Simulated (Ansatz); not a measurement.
Two G0W0 runs on SnSe2 (1T monolayer).

The cell holds 3 atoms: 1 Sn and 2 Se. Cell: a = 3.773 Å, b = 3.773 Å, c = 29.600 Å, α = 90.0°, β = 90.0°, γ = 120.0°. Vacuum lies along c.

```
Sn Se
1.0
     3.77346    0.00000    0.00000
    -1.88673    3.26792    0.00000
     0.00000    0.00000   29.60000
Sn Se
1 2
Direct
  0.00000 0.00000 0.50000
  0.33333 0.66667 0.55375
  0.66667 0.33333 0.44625
```

The structure was relaxed with PBEsol-D3(BJ). The runs that relaxed it are not among those shown.

The first (Ansatz 0.2.0; start PBEsol, 6×6×1 mesh, 538 empty bands, screening to 75 eV, PAW set soft_1 files; 8 threads of Arm Neoverse V1, shared host) gave, on its mesh: starting gap 0.74 eV, G0W0 gap 1.72 eV, mean of 1 + 4πα/V (set by the cell height) 2.64, 2.4 min.

The second gave: starting gap 0.74 eV, G0W0 gap 1.68 eV, mean of 1 + 4πα/V (set by the cell height) 2.68, 27 s.

Q: What was changed in the input? Choose among start, files, mesh, bands and cutoff, frequency model or another key.

Changed: empty bands from 538 to 217 and screening cutoff (eV) from 75.0 to 41. The starting gap stayed, which rules out the functional and points to the GW step. Other changes could give like numbers; this is the one that was made.

Limits: not at the basis limit; coarse mesh for a sheet; no spin-orbit coupling.

[Paths, hosts, dates, memory and timing lines, banners, echoed tables and standing remarks are left out of the program output.]

[Logs are printed without paths, hosts, clocks, repeated set-up lines and the standing remarks that a program may print on its own settings, such as how far it seeks lower states.]

[Runs of the session that timed out or met a known fault of the program may be left out.]

[Cells called generated may have been cut or substituted from an entry of the Crystallography Open Database or the Materials Project.]

[Hosts, paths, dates, database ids (printed as entryN), source tags and the programs' standing remarks are cut or masked in the printed files.]
